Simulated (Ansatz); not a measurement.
# A hypothetical structure for MgHF, part 2 of 2

This structure for MgHF is made up. Its elements were placed in a known structure type with a cell scaled to their sizes. What cell does the guess relax to, and how far off was it?

Ansatz 0.2.0; DFT, PBE, plane-wave PAW, files of the set soft_1, scalar-relativistic, no spin, cell and ions relaxed at zero pressure; PAW set soft_1 (the session's first sound run).

So far: Starting point; Relaxing cell and atoms. The relaxed cell has a = 3.311, c = 5.042 Å (conventional setting).

## (3) Bands of the relaxed cell

A second self-consistent run takes a narrower smearing and the mesh shown in its input; the bands follow along the standard path of the relaxed lattice.

This step: DFT, PBE, plane-wave PAW, files of the set soft_1, scalar-relativistic, no spin, bands and density of states at the relaxed cell; PAW set soft_1 (Ansatz 0.2.0).

input.yaml reads:

```yaml
crystal:
  lattice:
    - [3.3113414918, 0.0, 0.0]
    - [0.0, 3.3113414918, 0.0]
    - [0.0, 0.0, 5.0418661289]
  atoms:
    - { symbol: Mg, position: [0.5, 0.0, 0.7775758918] }
    - { symbol: Mg, position: [0.0, 0.5, 0.2224241082] }
    - { symbol: F, position: [0.5, 0.0, 0.3852328076] }
    - { symbol: F, position: [0.0, 0.5, 0.6147671924] }
    - { symbol: H, position: [0.5, 0.5, 0.0] }
    - { symbol: H, position: [0.0, 0.0, 0.0] }
kpoints:
  mp_grid: { grid: [10, 10, 6] }
  band_path:
    path:
      - [[0.0, 0.0, 0.0], [0.0, 0.5, 0.0], [0.5, 0.5, 0.0], [0.0, 0.0, 0.0], [0.0, 0.0, 0.5], [0.0, 0.5, 0.5], [0.5, 0.5, 0.5], [0.0, 0.0, 0.5]]
      - [[0.0, 0.5, 0.0], [0.0, 0.5, 0.5]]
      - [[0.5, 0.5, 0.0], [0.5, 0.5, 0.5]]
    npoints: 8
scf:
  occupations: { method: fermi_dirac, width: 0.03 }
  n_extra_bands: 10
hamiltonian:
  xc: pbe
  pseudopotentials: { kind: paw, azcp: { folder: soft_1 } }
output:
  forces: true
  stress: true
  write_bands: true
  dos: { projected: true }
  write_density: true
  write_potential: true
  elf: true
  volumetric_format: npy
```

Launch:

```console
> ansatz run input.yaml --threads 4 --pin off --max-ram 10240MiB --backend cpu --events-out ev --progress --plain --runs-dir out
```

Numbers of over 12 decimals in the logs are rounded to 6 here.

What it wrote:

```text
[...]
Crystal: 6 atoms, lattice volume = 55.284 Å³
Basis set: ecut = 420 eV, 1073 PW (Γ), exchange–correlation on 48×48×72 points (8 copies of the dense FFT grid, shifted against one another)
Bands: 28, of which v1, the nominal top of the filled ones, is band 18 counted from 1 (17 counted from 0)
Symmetry: 16 space group operations
[...]
k-points: 84 of 600
[...]
SCF iter   1: F=—  HF=-5510.723374 eV  |F-HF|=—  |Δ(HF+E_count)|=         —  Δρ=2.81e-1  dr2=5.29e1  ethr=3.10e-3  ⟨swp⟩=6.3  Hψ=12535  notcnv=0  defer=13
[...]
SCF iter   9: F=-5500.375334 eV  HF=-5500.375334 eV  |F-HF|=5.01e-8  |Δ(HF+E_count)|=   1.72e-7  Δρ=8.51e-6  dr2=5.99e-8  ethr=2.78e-10  ⟨swp⟩=15.3  Hψ=19450  notcnv=0
SCF 1 converged in 9 iterations: F = -5500.375334 eV  dr2 = 5.99e-8
[...]
NSCF: frozen V_eff on 75 k-points
SCF converged after 9 iterations
Free energy (F): -5500.375334 eV
[...]
Internal energy: -5500.375334 eV  (E = F + TS)
E sigma→0 (E₀):  -5500.375334 eV
Fermi energy:    7.277029 eV
[...]
--- Forces (eV/Å), atoms counted from 1 ---
  atom   1  Mg    -0.00000000     0.00000000    -0.00108469
  atom   2  Mg     0.00000000     0.00000000     0.00108469
  atom   3  F     -0.00000000     0.00000000    -0.00092984
  atom   4  F      0.00000000     0.00000000     0.00092984
  atom   5  H      0.00000000     0.00000000    -0.00000000
  atom   6  H     -0.00000000     0.00000000     0.00000000
  max |Σ_I F_I| component: 4.34e-19 eV/Å
--- Stress (GPa, compression-positive) ---
        0.032145       0.000000      -0.000000
        0.000000       0.032145      -0.000000
       -0.000000      -0.000000      -0.006192
  P = ⅓ Tr σ = 0.0194 GPa (0.194 kbar)
--- Band table (eV; the first three rows and the last of 84) ---
  k-point 0: bands = [... 14 lower, 1.5792, 2.3439, 2.3439, 6.4666, 10.6684, 11.4074, 14.3466, 14.3466, ... 6 higher]
  k-point 1: bands = [... 14 lower, 1.7637, 2.3372, 2.3372, 6.4847, 9.5465, 12.6471, 14.2997, 14.2997, ... 6 higher]
  k-point 2: bands = [... 14 lower, 2.2090, 2.3242, 2.3242, 6.5219, 8.4399, 14.1435, 14.2116, 14.2116, ... 6 higher]
  k-point 83: bands = [... 14 lower, 1.4616, 1.4616, 4.0593, 4.0593, 10.1584, 10.1584, 14.2869, 14.2869, ... 6 higher]
```

Run time: 3 s. Hardware: 4 threads of Intel Xeon at 2.80GHz (Skylake/Cascade Lake), shared host; peak memory 0.48 GiB.

Reading the cycles: dr2 is the Hartree energy of the density residual (eV), the measure of convergence; HF is the Harris–Foulkes estimate of the energy, which meets the free energy F at convergence.

Numbers from this step:

* Fermi energy: 7.277 eV
* gap by band count: 1.445 eV
* pressure: 0.01937 GPa
* gap on the k-mesh: 1.445 eV

From bands.tsv. The electronic bands at the labelled points (eV, zero at the valence top; v1 is the highest filled band, c1 the lowest empty one):

| point | v4 | v3 | v2 | v1 | c1 | c2 | c3 | c4 |
| --- | --- | --- | --- | --- | --- | --- | --- | --- |
| Γ | -4.96 | -4.20 | -4.20 | -0.07 | 4.13 | 4.87 | 7.81 | 7.81 |
| halfway | -5.32 | -4.40 | -3.79 | -1.35 | 4.53 | 5.89 | 7.65 | 8.51 |
| X | -4.92 | -4.92 | -3.14 | -3.14 | 5.98 | 5.98 | 8.17 | 8.17 |
| halfway | -4.58 | -4.58 | -3.11 | -3.11 | 4.94 | 4.94 | 6.77 | 6.77 |
| M | -4.45 | -4.45 | -2.84 | -2.84 | 2.90 | 2.90 | 7.38 | 7.38 |
| halfway | -4.67 | -4.32 | -3.85 | -1.77 | 4.28 | 5.66 | 6.66 | 8.36 |
| Γ | -4.96 | -4.20 | -4.20 | -0.07 | 4.13 | 4.87 | 7.81 | 7.81 |
| halfway | -4.57 | -4.21 | -4.21 | -0.04 | 2.40 | 6.87 | 7.71 | 7.71 |
| Z | -4.22 | -4.22 | -4.08 | 0.00 | 1.45 | 7.63 | 7.63 | 8.19 |
| halfway | -4.71 | -4.42 | -4.01 | -1.39 | 2.80 | 7.72 | 7.76 | 8.28 |
| R | -4.92 | -4.92 | -3.47 | -3.47 | 5.43 | 5.43 | 9.73 | 9.73 |
| halfway | -4.62 | -4.62 | -2.99 | -2.99 | 5.35 | 5.35 | 6.34 | 6.34 |
| A | -5.08 | -5.08 | -2.48 | -2.48 | 3.62 | 3.62 | 7.75 | 7.75 |
| halfway | -4.68 | -4.59 | -3.93 | -1.68 | 3.78 | 4.99 | 7.99 | 8.54 |
| Z | -4.22 | -4.22 | -4.08 | 0.00 | 1.45 | 7.63 | 7.63 | 8.19 |
| jump to X | -4.92 | -4.92 | -3.14 | -3.14 | 5.98 | 5.98 | 8.17 | 8.17 |
| halfway | -4.92 | -4.92 | -3.28 | -3.28 | 5.66 | 5.66 | 8.97 | 8.97 |
| R | -4.92 | -4.92 | -3.47 | -3.47 | 5.43 | 5.43 | 9.73 | 9.73 |
| jump to M | -4.45 | -4.45 | -2.84 | -2.84 | 2.90 | 2.90 | 7.38 | 7.38 |
| halfway | -4.78 | -4.78 | -2.64 | -2.64 | 3.23 | 3.23 | 7.57 | 7.57 |
| A | -5.08 | -5.08 | -2.48 | -2.48 | 3.62 | 3.62 | 7.75 | 7.75 |

States per cell as run, both spins, in windows of 1 eV, from dos.tsv (zero at the valence-band top):

```csv
from,to,total
-8,-7,1.11
-7,-6,3.46
-6,-5,3.60
-5,-4,3.96
-4,-3,1.77
-3,-2,1.20
-2,-1,0.52
-1,0,0.29
0,1,0.00
1,2,0.02
2,3,0.17
3,4,0.71
4,5,1.08
5,6,1.17
```

A further 20.1 states lie below the table's range.

ELF in the ac plane at fractional y = 0.000, with atoms of Mg and F and H within 0.2 Å of it. It is the smooth field of the valence electrons, not physical close to the nuclei.

Ten even steps from '0' (0.0) to '9' (1.0):
```
99998200000028999
99995000110005999
99971012332101799
99830023223200389
66300132112310036
22100232002320012
00000132112310000
00000023333200000
00000001221000000
00000000000000000
00000123333210000
00001467777641000
00013677887763100
00025777777775200
00036777557776300
00136776446776310
00036787667876300
00025788778875200
00013577777753100
21001256776521001
65200013333100025
99730000000000379
99973000000003799
99996200000026999
99998410000148999
99998410000148999
```
Columns run along a (3.3 Å), rows up along c (5.0 Å). Atoms in or near the plane, at fractional coordinates: Mg at (0.50, 0.78), F at (0.50, 0.39), H at (0.00, 0.00).

Valence density in the ac plane at fractional y = 0.000, with atoms of Mg and F and H within 0.2 Å of it. It is the smooth field of the valence electrons, not physical close to the nuclei.

Ten steps, logarithmic in the rise over the least value, from '0' (0 e/Å³) to '9' (28 e/Å³):
```
33211000000001123
22211001111001122
11110013553100111
11000146886410001
00000258998520000
00000268998620000
00000158998510000
00000035775300000
00000012332100000
00000001111000000
00000011111100000
00000112222110000
00001134444311000
00001245665421000
00001357887531000
00001357887531000
00001357887531000
00001245665421000
00001123443211000
00000112222110000
00000001111000000
11000000000000001
11100000000000011
22110000000000112
33211000000001123
43211000000001123
```
Columns run along a (3.3 Å), rows up along c (5.0 Å). Atoms in or near the plane, at fractional coordinates: Mg at (0.50, 0.78), F at (0.50, 0.39), H at (0.00, 0.00).

Electrostatic potential energy in the ac plane at fractional y = 0.000, with atoms of Mg and F and H within 0.2 Å of it. With pseudopotentials it is smooth inside the atoms' cores, unlike the true potential.

Ten even steps from '0' (-70 eV) to '9' (10 eV):
```
56899998888999986
78999887777889998
99999864334689999
99998741001478999
99998620000268999
99998620000268999
99998630000368999
99998752112578999
99999876556789999
99999988888899999
99999999999999999
99999999889999999
99999997667999999
99999965445699999
99999854334589999
99999853333589999
99999854334589999
99999975445799999
99999997667999999
99999999999999999
99999999999999999
99999999999999999
99999999999999999
78999999999999998
56899999999999986
45799999999999975
```
Columns run along a (3.3 Å; values clipped at the 3rd and 97th percentile), rows up along c (5.0 Å). Atoms in or near the plane, at fractional coordinates: Mg at (0.50, 0.78), F at (0.50, 0.39), H at (0.00, 0.00).

## (4) Summary of results

| Quantity | Value |
| --- | --- |
| space group, relaxed | P4/nmm |
| conventional cell | a = 3.311, b = 3.311, c = 5.042 Å; α = 90.0°, β = 90.0°, γ = 90.0° |
| volume per atom | 9.21 Å³ (guess 9.14) |

What this shows: MgHF relaxes to P4/nmm with a = 3.311, b = 3.311 and c = 5.042 Å. The guessed volume was near the relaxed one. The space group P4/nmm was held in the relaxation, so the end point is a stationary structure within it and may be a saddle against distortions or other arrangements. It has a direct Kohn–Sham gap of 1.45 eV, which semilocal functionals understate. On the 10×10×6 mesh with the narrower smearing (relaxed on 8×8×5) the largest force component is 0.001 eV/Å and the largest stress component is 0.032 GPa, within the relaxation's thresholds of 0.015 eV/Å and 0.05 GPa. The cutoff wasn't tested. No dispersion term is used, so weakly bound directions may come out too long. Nothing here tests whether the compound is stable against decomposition.

[Logs are printed without paths, hosts, clocks, repeated set-up lines and the standing remarks that a program may print on its own settings, such as how far it seeks lower states.]

[Hosts, paths, dates, database ids (printed as entryN), source tags and the programs' standing remarks are cut or masked in the printed files.]
